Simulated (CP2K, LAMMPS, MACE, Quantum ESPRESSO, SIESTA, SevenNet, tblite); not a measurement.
# Pressure against volume in amorphous 47In2O3-53ZnO (mol %) (65 atoms), CP2K double zeta, PBE

Density of this cell: 6.17 g/cm³. The cell holds 65 atoms: 18 In, 10 Zn and 37 O. Its edges and angles: a = 9.622 Å, b = 9.622 Å, c = 9.622 Å, α = 90.0°, β = 90.0°, γ = 90.0°. 65 atoms (18 Sc, 10 Zn, 37 O) placed at random at 4.13 g/cm³, melted at 5000 K for 10 ps at fixed volume with the Morse and Coulomb pair potential with partial charges (Pedone, Malavasi, Menziani, Cormack and Segre, J. Phys. Chem. B 110, 11780 (2006)). Quenched from 5000 K to 300 K at 1000 K/ps and fixed volume, held 10 ps at zero pressure, then minimised at fixed cell. Then Sc was replaced by In and the cell scaled by 1.027 (the potential has no terms for the new elements, so the cell is a start for a DFT relaxation). Then the atoms were relaxed with SevenNet 0 in the fixed cell.

Calculated with CP2K 2026.2: PBE; DZVP-MOLOPT-SR, GTH-PBE potentials, 800 Ry; k-points Γ. The unchanged cell has V0 = 13.705 Å³ an atom and P0 = 1.251 GPa. It is scaled evenly, and SevenNet 0 relaxes the atoms at each volume before the single point.

| volume (Å³/atom) | pressure (GPa) |
| --- | --- |
| 12.883 | 7.778 |
| 13.294 | ? |
| 14.116 | -1.463 |
| 14.528 | -3.736 |

**Question.** Fit a second-order expansion in ln V to the rows given and interpolate to the withheld row.

Worked fit:

To second order in u = ln(V/V0), P = P0 − B u + ½ B B′ u², with B the bulk modulus at V0 and B′ its pressure derivative. So v = (P − P0)/u is a line in u, with intercept −B and slope ½ B B′.

```
         u   v (GPa)
-0.0618754  -105.489
 0.0295588  -91.7899
 0.0582689  -85.5860
```

With n = 3: mean u = 0.00865077, mean v = -94.2884, Σ(u − ū)² = 0.0078730, Σ(u − ū)(v − v̄) = 1.2740. Slope b = 1.2740 / 0.0078730 = 161.82; intercept a = v̄ − b ū = -95.688.

So B = 95.7 GPa and B′ = 2b/B = 3.4. At the withheld volume u = -0.03046, v = a + b u = -100.6 GPa, and P = P0 + u v.

Prediction at 13.294: 4.315 GPa. The run gave 4.138 GPa, so the fit is high by 0.18 GPa (4.3 % of the value).

B′ = 3.4 rests on three points. Among the rows given, the largest miss of the fit is at 14.528, by 0.039 GPa (0.34 % of the range of the table).

Limits: Static cells at zero temperature, with the cell shape held. The atoms follow SevenNet 0, not this level's own minimum.

[Logs are printed without paths, hosts, clocks, repeated set-up lines and the standing remarks that a program may print on its own settings, such as how far it seeks lower states.]

[Hosts, paths, dates, database ids (printed as entryN), source tags and the programs' standing remarks are cut or masked in the printed files.]
